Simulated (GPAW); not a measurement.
**CoSi2: optical spectrum from first principles**

Aim: the dielectric function of CoSi2, and the optical constants that follow from it. The cell comes from an older database entry, whose edges can differ from later determinations, mostly by under a per cent.

Calculated with GPAW 26.7.0; DFT, PBE, plane-wave PAW (GPAW data sets), scalar-relativistic, RPA, optical limit.

The database entry behind the starting cell differs from later determinations by our own check (0.1 to 0.3 % short, probably kX units), so it need not match the best structure at ambient conditions.

### 1. The starting structure

Symmetry: Fm-3m, No. 225, cubic system. Conventional cell: a = 5.356 Å, b = 5.356 Å, c = 5.356 Å, α = 90.00°, β = 90.00°, γ = 90.00°. Nearest to Co lie 8 Si at 2.32 Å. Nearest to Si lie 4 Co at 2.32 Å. Farther neighbours are not listed.

### 2. Ground state

The self-consistent density comes first; it also tells whether there is a gap, which decides the occupations and the need for a Drude term.

This step: DFT, PBE, plane-wave PAW (GPAW data sets), scalar-relativistic, ground state (GPAW 26.7.0).

gs.py

```python
from ase import Atoms
from ase.dft.bandgap import bandgap
from gpaw import GPAW, PW, FermiDirac

atoms = Atoms(['Co', 'Si', 'Si'],
              cell=[[0.000000000000, 2.678000000000, 2.678000000000],
                    [2.678000000000, 0.000000000000, 2.678000000000],
                    [2.678000000000, 2.678000000000, 0.000000000000]],
              scaled_positions=[[0.000000000000, 0.000000000000, 0.000000000000],
                                [0.750000000000, 0.750000000000, 0.750000000000],
                                [0.250000000000, 0.250000000000, 0.250000000000]],
              pbc=[True, True, True])
atoms.calc = GPAW(mode=PW(500), xc='PBE', kpts={'size': (9, 9, 9), 'gamma': True},
                  occupations=FermiDirac(0.05), maxiter=150, txt='gs.txt')
print('energy (eV)', atoms.get_potential_energy())
print('Fermi level (eV)', atoms.calc.get_fermi_level())
print('valence electrons', atoms.calc.get_number_of_electrons())
print('gap (eV)', bandgap(atoms.calc, output=None)[0])
print('direct gap (eV)', bandgap(atoms.calc, direct=True, output=None)[0])
atoms.calc.write('gs.gpw')
```

Started as:

```sh
$ OMP_NUM_THREADS=1 python gs.py
```

Numbers of over 12 decimals in the logs are rounded to 6 here.

Log:

```text
__  _  _
 | _ |_)|_||  |
 |__||  | ||/\| - 26.7.0

Versions:
  Python: 3.12.14
  ASE:    3.29.0
  Numpy:  2.5.5
  Scipy:  1.18.1
  Libxc:  7.0.0

Input parameters:
  mode=PW(ecut=500.0),
  kpts=MonkhorstPack(size=(9, 9, 9), gamma=True),
  maxiter=150,
  occupations=Occupations(name='fermi-dirac', width=0.05, fixmagmom=False),
  xc=XC(name='PBE')

Diagonalizing LCAO Hamiltonian
Converting LCAO to pw mode

                    Si

           Si

       Co

Atoms  # Å, Bohr magnetons
|   | symbol |        x |        y |        z |    initial magnetic moments |
| 0 |     Co | 0.000000 | 0.000000 | 0.000000 | ( 0.0000,  0.0000,  0.0000) |
| 1 |     Si | 4.017000 | 4.017000 | 4.017000 | ( 0.0000,  0.0000,  0.0000) |
| 2 |     Si | 1.339000 | 1.339000 | 1.339000 | ( 0.0000,  0.0000,  0.0000) |

Unit cell  # Å
| periodic |        x |        y |        z |  lengths |    angles |
|      yes | 0.000000 | 2.678000 | 2.678000 | 3.787264 | 60.000000 |
|      yes | 2.678000 | 0.000000 | 2.678000 | 3.787264 | 60.000000 |
|      yes | 2.678000 | 2.678000 | 0.000000 | 3.787264 | 60.000000 |

Number of symmetries: 48
Symmetry operations  # r_c * U_cc + t_c -> r_c
|    | kind |            matrix            |
|  0 |  σ   |  1, 0, 0,  1, 0,-1,  1,-1, 0 |
|  1 |  C2  |  1, 0, 0,  1,-1, 0,  1, 0,-1 |
|  2 |  E   |  1, 0, 0,  0, 1, 0,  0, 0, 1 |
|  3 |  σ   |  1, 0, 0,  0, 0, 1,  0, 1, 0 |
|  4 |  C4  |  1, 0,-1,  1, 0, 0,  1,-1, 0 |
|  5 |  S6  |  1, 0,-1,  1,-1, 0,  1, 0, 0 |
|  6 |  σ   |  1, 0,-1,  0, 1,-1,  0, 0,-1 |
|  7 |  C3  |  1, 0,-1,  0, 0,-1,  0, 1,-1 |
|  8 |  S6  |  1,-1, 0,  1, 0, 0,  1, 0,-1 |
|  9 |  C4  |  1,-1, 0,  1, 0,-1,  1, 0, 0 |
| 10 |  C3  |  1,-1, 0,  0,-1, 1,  0,-1, 0 |
| 11 |  σ   |  1,-1, 0,  0,-1, 0,  0,-1, 1 |
| 12 |  σ   |  0, 1, 0,  1, 0, 0,  0, 0, 1 |
| 13 |  C4  |  0, 1, 0,  0, 1,-1, -1, 1, 0 |
| 14 |  C3  |  0, 1, 0,  0, 0, 1,  1, 0, 0 |
| 15 |  S6  |  0, 1, 0, -1, 1, 0,  0, 1,-1 |
| 16 |  C2  |  0, 1,-1,  1, 0,-1,  0, 0,-1 |
| 17 |  σ   |  0, 1,-1,  0, 1, 0, -1, 1, 0 |
| 18 |  S4  |  0, 1,-1,  0, 0,-1,  1, 0,-1 |
| 19 |  C4  |  0, 1,-1, -1, 1, 0,  0, 1, 0 |
| 20 |  C3  |  0, 0, 1,  1, 0, 0,  0, 1, 0 |
| 21 |  σ   |  0, 0, 1,  0, 1, 0,  1, 0, 0 |
| 22 |  S6  |  0, 0, 1,  0,-1, 1, -1, 0, 1 |
| 23 |  C4  |  0, 0, 1, -1, 0, 1,  0,-1, 1 |
| 24 |  S4  |  0, 0,-1,  1, 0,-1,  0, 1,-1 |
| 25 |  C3  |  0, 0,-1,  0, 1,-1,  1, 0,-1 |
| 26 |  C2  |  0, 0,-1,  0,-1, 0, -1, 0, 0 |
| 27 |  S6  |  0, 0,-1, -1, 0, 0,  0,-1, 0 |
| 28 |  S4  |  0,-1, 1,  1,-1, 0,  0,-1, 0 |
| 29 |  C4  |  0,-1, 1,  0, 0, 1, -1, 0, 1 |
| 30 |  C2  |  0,-1, 1,  0,-1, 0,  1,-1, 0 |
| 31 |  σ   |  0,-1, 1, -1, 0, 1,  0, 0, 1 |
| 32 |  C3  |  0,-1, 0,  1,-1, 0,  0,-1, 1 |
| 33 |  S6  |  0,-1, 0,  0, 0,-1, -1, 0, 0 |
| 34 |  S4  |  0,-1, 0,  0,-1, 1,  1,-1, 0 |
| 35 |  C2  |  0,-1, 0, -1, 0, 0,  0, 0,-1 |
| 36 |  C2  | -1, 1, 0,  0, 1, 0,  0, 1,-1 |
| 37 |  S6  | -1, 1, 0,  0, 1,-1,  0, 1, 0 |
| 38 |  S4  | -1, 1, 0, -1, 0, 1, -1, 0, 0 |
| 39 |  C3  | -1, 1, 0, -1, 0, 0, -1, 0, 1 |
| 40 |  S6  | -1, 0, 1,  0, 0, 1,  0,-1, 1 |
| 41 |  C2  | -1, 0, 1,  0,-1, 1,  0, 0, 1 |
| 42 |  C3  | -1, 0, 1, -1, 1, 0, -1, 0, 0 |
| 43 |  S4  | -1, 0, 1, -1, 0, 0, -1, 1, 0 |
| 44 |  C2  | -1, 0, 0,  0, 0,-1,  0,-1, 0 |
| 45 |  i   | -1, 0, 0,  0,-1, 0,  0, 0,-1 |
| 46 |  σ   | -1, 0, 0, -1, 1, 0, -1, 0, 1 |
| 47 |  C2  | -1, 0, 0, -1, 0, 1, -1, 1, 0 |

BZ-sampling:
  Number of BZ points: 729
  Number of IBZ points: 35

  Monkhorst-Pack size: [9, 9, 9]
  Monkhorst-Pack shift: [0, 0, 0]

K-points  # in reciprocal-cell coordinates
|     |                                coordinates |     weight |
|   0 | (  0.00000000,   0.00000000,   0.00000000) | 0.00137174 |
|   1 | (  0.11111111,   0.11111111,   0.00000000) | 0.00823045 |
|   2 | (  0.11111111,   0.11111111,   0.11111111) | 0.01097394 |
|   3 | (  0.22222222,   0.11111111,   0.11111111) | 0.01646091 |
|   4 | (  0.22222222,   0.22222222,   0.00000000) | 0.00823045 |
|   5 | (  0.22222222,   0.22222222,   0.11111111) | 0.03292181 |
|   6 | (  0.22222222,   0.22222222,   0.22222222) | 0.01097394 |
|   7 | (  0.33333333,   0.22222222,   0.11111111) | 0.03292181 |
|   8 | (  0.33333333,   0.22222222,   0.22222222) | 0.03292181 |
|   9 | (  0.33333333,   0.33333333,  -0.33333333) | 0.01646091 |
| ... |                                            |            |
|  34 | (  0.44444444,   0.44444444,   0.44444444) | 0.01097394 |

Plane wave coefficients: 986
Cutoff: 500.0 eV

Spin-components: 1 (collinear spins)
Bands:           15
Projectors:      16
Spin-degeneracy: 2
Datatype:        complex128

Parallelization:
  kpt:    1
  domain: 1
  band:   1

Density:
  Valence electrons: 17.0
  Components: 1
  Grid points: [20 20 20]
  Charge: 0.0  # |e|

Potential:
  Grid points: [20 20 20]

species:
  Co:
    name:    Cobalt
    id:
    Z:       27.0
    valence: 9
    core:    18
    charge:  0.0  # [|e|]
    compensation charges:
      type: gauss
      rc: 0.32  # [Å]
      lmax: 2
    cutoffs:
      filter: 1.87  # [Å]
      core: 2.55  # [Å]
    projectors
    | kind |    occ | energy [eV] | rcut [Å] |
    |   4s |  2.000 |      -5.469 |    1.005 |
    |   4p |  0.000 |      -1.277 |    1.058 |
    |   3d |  7.000 |      -8.205 |    1.005 |
    |    s |        |      21.742 |    1.005 |
    |    p |        |      25.934 |    1.058 |
    |    d |        |      19.007 |    1.005 |

    Using partial waves for Co as LCAO basis

  Si:
    name:    Silicon
    id:
    Z:       14.0
    valence: 4
    core:    10
    charge:  0.0  # [|e|]
    compensation charges:
      type: gauss
      rc: 0.33  # [Å]
      lmax: 2
    cutoffs:
      filter: 1.86  # [Å]
      core: 2.06  # [Å]
    projectors
    | kind |    occ | energy [eV] | rcut [Å] |
    |   3s |  2.000 |     -10.812 |    1.058 |
    |   3p |  2.000 |      -4.081 |    1.058 |
    |    s |        |      16.399 |    1.058 |
    |    p |        |      23.130 |    1.058 |
    |    d |        |       0.000 |    1.058 |

    Using partial waves for Si as LCAO basis

Reference energy: -53675.398406  # eV

eigensolver:
  PPCG
  Converge bands: occupied
  niter=2

density mixing:
  MSR1-Mixer
  Pratt-step length: 0.05
  Maximum mixing coefficient: 0.75
  Old densities: 10
  SVD Regularization: 0.005
  Good broyden scale: 1.0
  Trust region scale: 1.0
  Backstep threshold: 4.0
  History deletion threshold: 6.0
  Fourier metric: weight=20.0, sigma=0.015

occupation numbers:
  Fermi-Dirac:
    width: 0.0500  # eV

poisson solver:
  ecut: 4000.0  # eV

xc functional:
  name: PBE with 2 nearest neighbor stencil

convergence criteria:
- Maximum [total energy] change in last 3 cyles: 0.0005 eV / valence electron
- Maximum integral of absolute [dens]ity change: 0.0001 electrons / valence electron
- Maximum integral of absolute [eigenst]ate change: 4e-08 eV^2 / valence electron
maximum number of iterations: 150

SCF iterations
|iter     |      energy | eigst |  dens |
|iter:   1||  -21.331506 | +0.67 |       |
|iter:   2||  -20.869484 | -1.21 | -0.85 |
|iter:   3||  -20.502711 | -1.38 | -0.95 |
|iter:   4||  -20.394267 | -2.51 | -1.13 |
|iter:   5||  -20.346009 | -2.66 | -1.35 |
|iter:   6||  -20.350067 | -3.54 | -1.94 |
|iter:   7||  -20.351543c| -4.08 | -2.22 |
|iter:   8||  -20.351545c| -5.79 | -3.51 |
|iter:   9||  -20.351545c| -7.00 | -4.09c|
|iter:  10||  -20.351545c| -7.84c| -4.62c|

Converged in 10 steps
SCF loop duration: 6.867 s (0.687 s/step)
Energy contributions relative to reference atoms: (reference = -53675.398406)

Energy contributions:
  Kinetic:          19.080076
  Coulomb:         -13.738350
  Zero:              0.112465
  External:          0.000000
  Xc:              -25.800697
  Entropy:          -0.010079
  Spinorbit:         0.000000
  ----------------------------
  Free energy:     -20.356585
  Extrapolated:    -20.351545

dipole moment: (-14.481474, -14.481474, -14.481474)  # |e|*Ang

Fermi level: 9.632
Eigenvalues  # (at kpt = [0.000, 0.000, 0.000])
| band index |      eig [eV] | occ [0-2] |
|          0 |        -3.495 |     2.000 |
|          1 |         5.588 |     2.000 |
|          2 |         5.588 |     2.000 |
|          3 |         5.588 |     2.000 |
|          4 |         7.760 |     2.000 |
|          5 |         7.760 |     2.000 |
|          6 |        10.417 |     0.000 |
|          7 |        13.075 |     0.000 |
|          8 |        13.075 |     0.000 |
|          9 |        13.075 |     0.000 |
|         10 |        13.112 |     0.000 |
|         11 |        13.112 |     0.000 |
|         12 |        13.112 |     0.000 |
|         13 |        15.332 |     0.000 |
|         14 |        15.332 |     0.000 |

No gap
No difference between direct/indirect transitions

--- standard output ---
energy (eV) -20.351545
Fermi level (eV) 9.631778
valence electrons 17.0
gap (eV) 0.0
direct gap (eV) 0.0
```

The job ended after 8.5 s (1 thread of Arm Neoverse V2, shared host; peak memory 0.14 GiB).

This run has no spin polarisation, although Co can carry a moment.

Read-outs, printed or worked out from the files:

- energy: -20.35 eV
- Fermi energy: 9.632 eV
- electrons: 17

There are states at the Fermi level within the smearing, so the occupations stay smeared and the carriers get a Drude term.

### 3. Bands for the response

The response needs many more empty bands than the density does.

This step: DFT, PBE, plane-wave PAW (GPAW data sets), scalar-relativistic, bands at fixed density (GPAW 26.7.0).

nscf.py

```python
from ase.dft.bandgap import bandgap
from gpaw import GPAW, FermiDirac

calc = GPAW('gs.gpw').fixed_density(kpts={'size': (12, 12, 12), 'gamma': True}, nbands=49, convergence={'bands': 43},
                                    occupations=FermiDirac(0.05), txt='nscf.txt')
print('gap (eV)', bandgap(calc, output=None)[0])
print('direct gap (eV)', bandgap(calc, direct=True, output=None)[0])
print('top band over the Fermi level (eV)', min(calc.get_eigenvalues(kpt=k)[42] for k in range(len(calc.get_ibz_k_points()))) - calc.get_fermi_level())
calc.write('full.gpw', mode='all')
```

Started as:

```sh
$ OMP_NUM_THREADS=1 python nscf.py
```

Log:

```text
Diagonalizing LCAO Hamiltonian
Converting LCAO to pw mode
convergence criteria:
- Maximum integral of absolute [eigenst]ate change: 4e-08 eV^2 / valence electron
maximum number of iterations: 150

SCF iterations
|iter     |      energy | eigst |  dens |
|iter:   1||             | +3.77 |       |
|iter:   2||             | +2.46 |       |
|iter:   3||             | +1.85 |       |
|iter:   4||             | +1.12 |       |
|iter:   5||             | -0.17 |       |
|iter:   6||             | -1.16 |       |
|iter:   7||             | -1.98 |       |
|iter:   8||             | -2.70 |       |
|iter:   9||             | -3.44 |       |
|iter:  10||             | -4.18 |       |
|iter:  11||             | -4.91 |       |
|iter:  12||             | -5.64 |       |
|iter:  13||             | -6.35 |       |
|iter:  14||             | -6.88 |       |
|iter:  15||             | -7.30 |       |
|iter:  16||             | -7.68c|       |
SCF steps: 16
  __  _  _
 | _ |_)|_||  |
 |__||  | ||/\| - 26.7.0

Versions:
  Python: 3.12.14
  ASE:    3.29.0
  Numpy:  2.5.5
  Scipy:  1.18.1
  Libxc:  7.0.0

Input parameters:
  mode=PW(ecut=500.0),
  convergence={'bands': 43},
  gpts=array([20, 20, 20]),
  kpts=MonkhorstPack(size=(12, 12, 12), gamma=True),
  maxiter=150,
  nbands=49,
  occupations=Occupations(name='fermi-dirac', width=0.05, fixmagmom=False),
  parallel={},
  xc=XC(name='PBE')

--- standard output ---
gap (eV) 0.0
direct gap (eV) 0.0
top band over the Fermi level (eV) 38.216520
```

Elapsed: 67 s, on 1 thread; peak memory 0.22 GiB.

(Continued in part 2 of 2.)

[Machine, clock and banner lines and Python warnings are left out of the logs.]

[Logs are printed without paths, hosts, clocks, repeated set-up lines and the standing remarks that a program may print on its own settings, such as how far it seeks lower states.]

[Hosts, paths, dates, database ids (printed as entryN), source tags and the programs' standing remarks are cut or masked in the printed files.]
